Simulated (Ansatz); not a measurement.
**What HfCdS3 (model cell, started as cubic perovskite with Hf in the octahedra) distorts into**

Aim: this structure of HfCdS3 (model cell, started as cubic perovskite with Hf in the octahedra) is to be tested for unstable modes, and one is followed downhill.

Calculated with Ansatz 0.2.0; DFT PBEsol, scalar-relativistic, plane waves, PAW; PAW set soft_1.

The structure was built from a prototype and need not be the compound's stable phase.

### Step 1. Starting point

Symmetry: Pm-3m, No. 221, cubic system. Conventional cell: a = 4.884 Å, b = 4.884 Å, c = 4.884 Å, α = 90.00°, β = 90.00°, γ = 90.00°. Nearest to Cd lie 12 S at 3.45 Å. Nearest to Hf lie 6 S at 2.44 Å. Nearest to S lie 2 Hf at 2.44 Å. Farther neighbours and most contacts between anions are not listed.

### Step 2. Phonons on a q mesh

The cell comes from relaxations at this level that are not shown. Stability and thermal properties need the whole zone. Linear response on a 2×2×2 q mesh gives force constants as far as a supercell of that size would.

File input.yaml:

```yaml
crystal:
  lattice:
    - [4.883728423, 0.0, 0.0]
    - [0.0, 4.883728423, 0.0]
    - [0.0, 0.0, 4.883728423]
  atoms:
    - { symbol: Cd, position: [0.0, 0.0, 0.0] }
    - { symbol: Hf, position: [0.5, 0.5, 0.5] }
    - { symbol: S, position: [0.5, 0.5, 0.0] }
    - { symbol: S, position: [0.5, 0.0, 0.5] }
    - { symbol: S, position: [0.0, 0.5, 0.5] }
kpoints:
  mp_grid: { grid: [8, 8, 8] }
hamiltonian:
  xc: pbesol
  pseudopotentials: { kind: paw, azcp: { folder: soft_1 }, xc_functional: pbe }
scf:
  occupations: { method: methfessel_paxton, width: 0.2 }
output:
  eigenvalues: true
phonons:
  method: dfpt
  qmesh: [2, 2, 2]
  temperatures: { t_max: 1000, t_step: 50 }
  qpath:
    path:
      - [[0.0, 0.0, 0.0], [0.0, 0.5, 0.0], [0.5, 0.5, 0.0], [0.0, 0.0, 0.0], [0.5, 0.5, 0.5], [0.0, 0.5, 0.0]]
      - [[0.5, 0.5, 0.5], [0.5, 0.5, 0.0]]
    npoints: 10
```

Command:

```console
$ ansatz run input.yaml --threads 4 --pin off --max-ram 16384MiB --backend cpu --events-out ev --progress --plain --runs-dir out
```

Numbers of over 12 decimals in the logs are rounded to 6 here.

Log:

```text
Engine: ansatz 0.2.0, aarch64-unknown-linux-gnu
Pseudopotentials: kind: paw
Pseudopotential: Cd, paw, valence charge 20, recommended cutoff 420 eV (normal), soft_1/Cd.paw.azcp
Pseudopotential: Hf, paw, valence charge 26, recommended cutoff 420 eV (normal), soft_1/Hf.paw.azcp
Pseudopotential: S, paw, valence charge 6, recommended cutoff 420 eV (normal), soft_1/S.paw.azcp
Functional definition: PBEsol
  exchange = pbesol_x
  correlation = pbesol_c
Crystal: 5 atoms, lattice volume = 116.481 Å³
Basis set: ecut = 420 eV, 2301 PW (Γ), exchange–correlation on 72×72×72 points (8 copies of the dense FFT grid, shifted against one another)
Bands: 39, of which v1, the nominal top of the filled ones, is band 32 counted from 1 (31 counted from 0)
Symmetry: 48 space group operations
k-points: 35 of 512
Non-local potential: Cd, projectors of the file, l = 0: 3, l = 1: 2, l = 2: 2, l = 3: 1
Non-local potential: Hf, projectors of the file, l = 0: 3, l = 1: 2, l = 2: 2, l = 3: 3
Non-local potential: S, projectors of the file, l = 0: 2, l = 1: 2, l = 2: 1
PAW form: soft (Blöchl's): semilocal exchange-correlation on the pseudo side does not see the compensation charge
PAW frozen core: Cd, regenerated for the run's functional, and the local potential with it (the file was generated under x = pbe(κ = 0.804, μ = 0.219515), c = pbe(β = 0.066725))
PAW frozen core: Hf, regenerated for the run's functional, and the local potential with it (the file was generated under x = pbe(κ = 0.804, μ = 0.219515), c = pbe(β = 0.066725))
PAW frozen core: S, regenerated for the run's functional, and the local potential with it (the file was generated under x = pbe(κ = 0.804, μ = 0.219515), c = pbe(β = 0.066725))
PAW one-centre angular grid: Cd, 590 points (default); XC on 64 Gauss nodes
PAW one-centre angular grid: Hf, 590 points (default); XC on 64 Gauss nodes
PAW one-centre angular grid: S, 110 points (default); XC on 64 Gauss nodes
Initial density: superposition of atomic densities (chi_scale 0.1, normalization cell, long waves kept (reshape's long-wave potential 0.00 eV rms))
Initial wavefunctions: pseudopotential atomic-orbital guess
Functional: x = pbesol(κ = 0.804, μ = 0.123457), c = pbesol(β = 0.046)
SCF iter   1: F=—  HF=-26442.509000 eV  |F-HF|=—  |Δ(HF+E_count)|=         —  Δρ=5.07e-2  dr2=7.57e0  ethr=3.10e-3  ⟨swp⟩=6.4  Hψ=5631  notcnv=0
preconditioner: auto → Kerker (q_TF=auto, 2.469 Å⁻¹)  [metal: Δε(μ)=0.045 eV  Ē_g=11.478 eV  σ=0.200 eV  W_gap=0.19  n_scr=26 (ndim 8)  ℏωp=23.8 eV  f_vac=0.006  D(μ)=2.62/eV (n_scr^D=18)]
SCF iter   2: F=—  HF=-26441.421189 eV  |F-HF|=—  |Δ(HF+E_count)|=    1.09e0  S|Δr|=    0.00e0  Δρ=2.90e-2  dr2=3.08e0  ethr=3.10e-3  ⟨swp⟩=2.9  Hψ=2755  notcnv=0  defer=42
SCF iter   3: F=—  HF=-26440.836718 eV  |F-HF|=—  |Δ(HF+E_count)|=   5.84e-1  S|Δr|=    0.00e0  Δρ=1.03e-2  dr2=4.18e-1  ethr=3.10e-3  ⟨swp⟩=2.7  Hψ=2861  notcnv=0  defer=40
SCF iter   4: F=—  HF=-26440.598029 eV  |F-HF|=—  |Δ(HF+E_count)|=   2.39e-1  S|Δr|=    0.00e0  Δρ=6.17e-3  dr2=1.07e-1  ethr=6.53e-4  ⟨swp⟩=2.2  Hψ=2794  notcnv=0  defer=43
SCF iter   5: F=—  HF=-26440.573820 eV  |F-HF|=—  |Δ(HF+E_count)|=   2.42e-2  S|Δr|=    0.00e0  Δρ=1.50e-3  dr2=3.08e-3  ethr=1.66e-4  ⟨swp⟩=2.0  Hψ=1642  notcnv=0  defer=43
SCF iter   6: F=—  HF=-26440.573908 eV  |F-HF|=—  |Δ(HF+E_count)|=   8.80e-5  S|Δr|=    0.00e0  Δρ=5.88e-4  dr2=3.96e-4  ethr=4.81e-6  ⟨swp⟩=2.0  Hψ=2460  notcnv=0  defer=43
SCF iter   7: F=—  HF=-26440.574069 eV  |F-HF|=—  |Δ(HF+E_count)|=   1.60e-4  S|Δr|=    0.00e0  Δρ=3.21e-4  dr2=1.77e-4  ethr=6.19e-7  ⟨swp⟩=2.1  Hψ=2388  notcnv=0  defer=43
SCF iter   8: F=—  HF=-26440.574044 eV  |F-HF|=—  |Δ(HF+E_count)|=   2.50e-5  S|Δr|=    0.00e0  Δρ=9.19e-5  dr2=1.81e-5  ethr=2.76e-7  ⟨swp⟩=2.0  Hψ=2297  notcnv=0  defer=43
SCF iter   9: F=—  HF=-26440.574040 eV  |F-HF|=—  |Δ(HF+E_count)|=   3.65e-6  S|Δr|=    0.00e0  Δρ=2.84e-5  dr2=1.49e-6  ethr=2.83e-8  ⟨swp⟩=2.0  Hψ=2261  notcnv=0  defer=43
SCF iter  10: F=—  HF=-26440.574053 eV  |F-HF|=—  |Δ(HF+E_count)|=   1.28e-5  S|Δr|=    0.00e0  Δρ=7.43e-6  dr2=1.06e-7  ethr=2.33e-9  ⟨swp⟩=2.1  Hψ=1613  notcnv=0  defer=43
[...]
SCF iter  14: F=-26440.574053 eV  HF=-26440.574053 eV  |F-HF|=7.28e-12  |Δ(HF+E_count)|=  7.28e-12  S|Δr|=    0.00e0  Δρ=3.33e-8  dr2=1.66e-12  ethr=1.00e-12  ⟨swp⟩=5.6  Hψ=5837  notcnv=0
SCF 1 converged in 14 iterations: F = -26440.574053 eV  dr2 = 1.66e-12
  greatest PAW one-centre occupation: 1.000 electrons in one spin orbital (limit 2), on the Cd atom at site 0 (counted from 0), in its partial waves of l = 0
Initial density: read from a saved state, or passed on in memory by an earlier SCF of this step, an earlier step, the calling program or the single point that the run made first
iter 1 solved again at ethr=7.52e-7 eV; its pass at ethr=3.10e-3 eV (dr2=4.81e-4 eV) is discarded
SCF iter   1: F=—  HF=-26440.574046 eV  |F-HF|=—  |Δ(HF+E_count)|=         —  Δρ=1.78e-6  dr2=5.16e-9  ethr=7.52e-7  ⟨swp⟩=3.7  Hψ=9038  notcnv=0
eigensolver tolerance schedule: the retry pair's looser diagonalisation over-reported the residual by 93321.64 of it (diagonalisation noise at an unbounded share of the residual, at the tolerance the schedule requests for it); recorded, not acted on — ethr = c·dr2/N_el stays at c = 1.0e-1
preconditioner: auto → LDOS  [metal: Δε(μ)=0.043 eV  Ē_g=10.981 eV  σ=0.200 eV  W_gap=0.18  n_scr=26 (ndim 8)  ℏωp=23.8 eV  f_vac=0.015  D(μ)=3.54/eV (n_scr^D=26)  β→1.0]
SCF iter   2: F=—  HF=-26440.574053 eV  |F-HF|=—  |Δ(HF+E_count)|=   6.98e-6  S|Δr|=    0.00e0  Δρ=3.00e-6  dr2=1.71e-8  ethr=8.06e-12  ⟨swp⟩=4.6  Hψ=4147  notcnv=0
SCF iter   3: F=—  HF=-26440.574053 eV  |F-HF|=—  |Δ(HF+E_count)|=   4.29e-9  S|Δr|=    0.00e0  Δρ=1.02e-6  dr2=1.62e-9  ethr=8.06e-12  ⟨swp⟩=2.0  Hψ=2302  notcnv=0
SCF iter   4: F=—  HF=-26440.574053 eV  |F-HF|=—  |Δ(HF+E_count)|=  1.60e-10  S|Δr|=    0.00e0  Δρ=8.10e-7  dr2=1.08e-9  ethr=2.54e-12  ⟨swp⟩=1.0  Hψ=1365  notcnv=0
SCF iter   5: F=—  HF=-26440.574053 eV  |F-HF|=—  |Δ(HF+E_count)|=  1.24e-10  S|Δr|=    0.00e0  Δρ=5.94e-7  dr2=5.79e-10  ethr=1.69e-12  ⟨swp⟩=1.0  Hψ=1365  notcnv=0
SCF iter   6: F=—  HF=-26440.574053 eV  |F-HF|=—  |Δ(HF+E_count)|=  1.42e-10  S|Δr|=    0.00e0  Δρ=1.49e-7  dr2=3.57e-11  ethr=1.00e-12  ⟨swp⟩=2.2  Hψ=1757  notcnv=0
SCF iter   7: F=—  HF=-26440.574053 eV  |F-HF|=—  |Δ(HF+E_count)|=  3.64e-12  S|Δr|=    0.00e0  Δρ=1.49e-7  dr2=3.55e-11  ethr=1.00e-12  ⟨swp⟩=1.0  Hψ=1365  notcnv=0
SCF iter   8: F=-26440.574053 eV  HF=-26440.574053 eV  |F-HF|=7.28e-12  |Δ(HF+E_count)|=  7.28e-12  S|Δr|=    0.00e0  Δρ=3.72e-8  dr2=2.25e-12  ethr=1.00e-12  ⟨swp⟩=2.1  Hψ=3667  notcnv=0
SCF 2 converged in 8 iterations: F = -26440.574053 eV  dr2 = 2.25e-12
phonons: the bands overlap, so this run is a metal and interpolates without the dipole-dipole term. If the crystal is really an insulator or semiconductor, its LO-TO splitting is missing
NSCF: frozen V_eff on 35 k-points
NSCF: frozen V_eff on 125 k-points
DFPT response loops at q = (0, 0, 0) (fractional): preconditioner auto → Kerker (q_TF=auto, 2.469 Å⁻¹) (partly filled bands, converged f_vac=0.015); β = 1.00, the filter's whole step (`scf.mixing.beta` (0.50) is not read by the response loops under this deck's `scf.mixing.preconditioner`; to damp them name `kerker` or `kerker_dos`, under which they read `scf.mixing.beta`, and type it under 1.00, their step now; both keys bind the ground state too); Broyden in place of MSR1
NSCF: frozen V_eff on 250 k-points
DFPT response loops at q = (0, 0, -0.5) (fractional): mixed as the last ones told, above
NSCF: frozen V_eff on 250 k-points
DFPT response loops at q = (0, -0.5, -0.5) (fractional): mixed as the last ones told, above
NSCF: frozen V_eff on 250 k-points
DFPT response loops at q = (-0.5, -0.5, -0.5) (fractional): mixed as the last ones told, above
SCF converged after 14 iterations
Stability not checked: this state was not tested for a lower state beside it, because cold or Methfessel-Paxton smearing, or corrected tetrahedra, fill the levels in a way that the test cannot read (fill_not_monotonic; see scf.lower_state_search)
Free energy (F): -26440.574053 eV
Harris-Foulkes:  -26440.574053 eV  (|F-HF|=7.28e-12)
Internal energy: -26440.564385 eV  (E = F + TS)
E sigma→0 (E₀):  -26440.571636 eV
Entropy (-TS):   -0.009668 eV (-1.934 meV/atom)
Fermi energy:    8.091069 eV
--- Per-component energies (eV) ---
  E_band       = -734.916611
  E_kinetic    = 1162.971224
  E_local      = -12586.451499  (includes V_loc(G=0)·N_el)
  E_nonlocal   = 296.972634
  E_hartree    = 5869.836280
  E_xc         = -680.903449
  E_vxc        = -693.684842  (∫ρ·V_xc dr)
  E_paw        = -13386.504433  (= ΣΔE_a)
  E_vpaw       = -654.396998  (= ΣTr[D̂ρ^β])
  E_aug_tail   = 0.000420  (compensation charges beyond the density's cutoff)
  E_ewald      = -7118.264427
  E_core_change = 1.778865  (= ΣΔE_core)
  E_smearing   = -0.009668  (= −TS)
  E_closure    = -0.000000  (closes the sum)
  Σ components = -26440.574053   (vs F -26440.574053, Δ=0.00e0)
--- Band table (eV; the first three rows and the last of 35) ---
  k-point 0: bands = [... 28 lower, 7.0581, 7.0581, 7.6716, 7.6716, 7.6716, 9.0414, 9.0414, 9.0414, ... 3 higher]
  k-point 1: bands = [... 28 lower, 6.8270, 7.0025, 7.5600, 7.5600, 7.5978, 9.0498, 9.5374, 9.5374, ... 3 higher]
  k-point 2: bands = [... 28 lower, 6.3080, 6.8761, 7.5372, 7.5372, 8.1784, 9.0702, 10.4838, 10.4838, ... 3 higher]
  k-point 34: bands = [... 28 lower, 4.1828, 6.6121, 8.3364, 8.3364, 8.3364, 12.2681, 12.2681, 12.2681, ... 3 higher]
--- Phonons (Γ-DFPT): 4 representative perturbations + reference (Σ response iterations 12) ---
  ASR residual: 3.361e-5 → 0.000e0 eV/Å²; symmetrization residual: 3.209e-6 eV/Å²
  ASR residual per site (eV/Å²): 3.36e-5 1.16e-5 7.76e-6 7.76e-6 7.76e-6
  Γ frequencies (cm⁻¹): -134.87 -134.87 -134.87 -112.33 -112.33 -112.33 -41.86 -41.86 -41.86 0.00 0.00 0.00 364.46 364.46 364.46
--- Phonons (arbitrary-q DFPT): 4 irreducible q on the 2×2×2 mesh ---
  q = [0.0000, 0.0000, 0.0000] (star 1, of the zone-centre solve; hermiticity 4.70e-7, symmetrization 1.39e-11): -134.87 -134.87 -134.87 -112.33 -112.33 -112.33 -41.86 -41.86 -41.86 -0.00 0.00 0.00 364.46 364.46 364.46
  q = [0.0000, 0.0000, -0.5000] (star 3, 9 solved perturbations in 975 linear systems a pass and spin channel, the states on 125 of 512 k-point pairs; hermiticity 7.49e-7, symmetrization 4.62e-13): -127.52 -113.20 -113.20 -70.81 -70.81 -53.15 -30.68 -30.68 -6.30 58.32 58.32 146.08 366.59 366.59 426.37
  q = [0.0000, -0.5000, -0.5000] (star 3, 9 solved perturbations in 975 linear systems a pass and spin channel, the states on 125 of 512 k-point pairs; hermiticity 5.97e-7, symmetrization 3.04e-13): -192.07 -96.31 -96.31 -64.25 -35.10 23.52 23.52 67.31 67.31 131.08 144.16 144.16 369.72 379.48 456.48
  q = [-0.5000, -0.5000, -0.5000] (star 1, 4 solved perturbations in 350 linear systems a pass and spin channel, the states on 125 of 512 k-point pairs; hermiticity 5.30e-9, symmetrization 3.01e-12): -188.81 -188.81 -188.81 -64.67 -64.67 -64.67 136.45 136.45 136.45 156.71 156.71 156.71 377.63 377.63 476.36
  sum rule: each row above includes the acoustic sum rule's correction from the zone centre's row sums; it moved no ω² by more than (0.29 cm⁻¹)²
  mesh force constants: q→R imaginary residual 2.80e-18; ASR residual 3.361e-5 → 0.000e0 eV/Å²; symmetrization residual 8.882e-15 eV/Å²
  interpolated dispersion: 62 rows × 15 modes
  density of states and harmonic sums: on the 14×14×14 q-mesh, interpolated from the force constants of a 2×2×2 supercell (no non-analytic term)
  largest difference from the sums on the solved wave vectors: F 1.28e-1 eV, S 1.90e-4 and C_V 6.18e-5 eV/K
  zero-point energy: 0.103726 eV/cell   skipped modes (ω ≤ 0): 830, of them read as no rigid motion or as one in doubt: 827 (6.782e0 modes/cell left out, lowest -192.07 cm⁻¹)   left out of the sums: 4.52e-1 of the cell's modes: C_V's classical limit lies that fraction below 3 k_B per atom; for a crystal, a wire or a layer, F and S can be off by more, and a phonons.interpolated_qmesh denser along its periods is the remedy for the sampling
```

Elapsed: 5.2 min, on 4 threads of Arm Neoverse V2, shared host; peak memory 1.6 GiB.

This step gave:

* volume per atom: 23.30 Å³
* gap on the k-mesh: 0 eV
* sum-rule residual before enforcement: 3.36e-5 eV/Å²
* lowest frequency on the path: -192.1 cm⁻¹
* point group: m-3m
* highest frequency on the path or at a solved wavevector: 476.4 cm⁻¹
* highest optical mode at the zone centre (no LO-TO term): 364.5 cm⁻¹
* lowest optical zone-centre mode: -134.9 cm⁻¹
* lowest mode on the q mesh (acoustic modes at Γ apart): -192.1 cm⁻¹

Frequencies (cm⁻¹) solved at each irreducible wavevector; negative means imaginary. Frequencies by wavevector, by row:

```
q in reciprocal lattice units  star  mode 1  mode 2  mode 3  mode 4  mode 13  mode 14  mode 15
                        0 0 0     1  -134.9  -134.9  -134.9  -112.3    364.5    364.5    364.5
                     0 0 -0.5     3  -127.5  -113.2  -113.2   -70.8    366.6    366.6    426.4
                  0 -0.5 -0.5     3  -192.1   -96.3   -96.3   -64.2    369.7    379.5    456.5
               -0.5 -0.5 -0.5     1  -188.8  -188.8  -188.8   -64.7    377.6    377.6    476.4
```

Interpolated from a 2×2×2 q mesh. The phonon branches at the labelled points (cm⁻¹):

```
    point  branch 1  branch 2  branch 3  branch 4  branch 12  branch 13  branch 14  branch 15
        Γ      -135      -135      -135      -112          0        364        364        364
  halfway      -131      -121      -121       -92        103        366        366        395
        X      -128      -113      -113       -71        146        367        367        426
  halfway      -164      -101       -96       -67        145        368        376        438
        M      -192       -96       -96       -64        144        370        380        456
  halfway      -150      -104      -104       -85        104        367        374        413
        Γ      -135      -135      -135      -112          0        364        364        364
  halfway      -153      -137      -137       -71        109        374        374        429
        R      -189      -189      -189       -65        157        378        378        476
  halfway      -165      -152      -139       -69        146        374        377        449
        X      -128      -113      -113       -71        146        367        367        426
jump to R      -189      -189      -189       -65        157        378        378        476
  halfway      -190      -156      -156       -66        146        376        379        465
        M      -192       -96       -96       -64        144        370        380        456
```

Symmetry leaves 4 wavevectors to solve. The lowest mode among them, the acoustic zeros apart, lies at q = (0, -0.5, -0.5) and is imaginary, 192.1i cm⁻¹, so the energy falls along it.

### Step 3. The mode frozen in, largest atomic shift 0 Å

The mode followed lies at q = (-0.5, -0.5, -0.5) with frequency 188.8i cm⁻¹ and is 3-fold degenerate, one of the unstable modes though not the softest. At small amplitude the distorted cell has space group no. 167 by a symmetry search on the positions. The undistorted cell that holds it gives the zero of energy on the same k mesh.

System of this step: HfCdS3 (model cell, started as cubic perovskite with Hf in the octahedra). It takes space group Pm-3m (No. 221, cubic). Conventional cell: a = 4.884 Å, b = 4.884 Å, c = 4.884 Å, α = 90.00°, β = 90.00°, γ = 90.00°. Cd has 12 S at 3.45 Å nearest. Hf has 6 S at 2.44 Å nearest. Nearest to S lie 2 Hf at 2.44 Å. Farther neighbours and most contacts between anions are not listed.

input.yaml, the sections that differ from step 2:

```yaml
crystal:
  lattice:
    - [4.883728423, 4.883728423, 0.0]
    - [4.883728423, 0.0, 4.883728423]
    - [4.883728423, 0.0, -4.883728423]
  atoms:
    - { symbol: Cd, position: [0.0, 0.0, 0.0] }
    - { symbol: Cd, position: [0.0, 0.5, 0.5] }
    - { symbol: Hf, position: [0.5, 0.25, 0.75] }
    - { symbol: Hf, position: [0.5, 0.75, 0.25] }
    - { symbol: S, position: [0.5, 0.0, 1.0] }
    - { symbol: S, position: [0.5, 0.5, 0.5] }
    - { symbol: S, position: [0.0, 0.5, 0.0] }
    - { symbol: S, position: [0.0, 0.0, 0.5] }
    - { symbol: S, position: [0.5, 0.5, 0.0] }
    - { symbol: S, position: [0.5, 0.0, 0.5] }
output:
  forces: true
  stress: true
  eigenvalues: true
# kpoints, hamiltonian, scf: as in step 2
# phonons: removed
```

Log:

```text
[...]
Crystal: 10 atoms, lattice volume = 232.962 Å³
Basis set: ecut = 420 eV, 4573 PW (Γ), exchange–correlation on 96×96×96 points (8 copies of the dense FFT grid, shifted against one another)
Bands: 77, of which v1, the nominal top of the filled ones, is band 64 counted from 1 (63 counted from 0)
Symmetry: 96 space group operations
[...]
k-points: 29 of 512
[...]
k-point 0: bands = [... 60 lower, 7.6687, 7.6687, 7.6687, 8.3328, 8.3328, 8.3328, 9.0405, 9.0405, ... 9 higher]
  k-point 1: bands = [... 60 lower, 7.5271, 7.5271, 7.5432, 8.2345, 8.2345, 8.2701, 9.2996, 9.3077, ... 9 higher]
  k-point 2: bands = [... 60 lower, 7.3334, 7.3334, 7.7232, 7.9802, 7.9802, 8.1004, 9.8512, 9.8512, ... 9 higher]
  k-point 28: bands = [... 60 lower, 6.6864, 6.6864, 7.6098, 7.6098, 8.8869, 8.8869, 10.5343, 10.5343, ... 9 higher]
[key lines of the parts left out:]
SCF converged after 11 iterations
Free energy (F): -52881.149770 eV
Fermi energy:    8.057732 eV
P = ⅓ Tr σ = -0.0188 GPa (-0.188 kbar)
```

Elapsed: 7.5 s, on 4 threads; peak memory 0.91 GiB; 29 s of CPU time.

This step gave:

```
pressure                         : -0.01878 GPa
energy from the undistorted cell : 0 meV/atom
```

The run ends at a pressure of -0.02 GPa.

(Part 1 of 3 ends here.)

[Logs are printed without paths, hosts, clocks, repeated set-up lines and the standing remarks that a program may print on its own settings, such as how far it seeks lower states.]

[Hosts, paths, dates, database ids (printed as entryN), source tags and the programs' standing remarks are cut or masked in the printed files.]
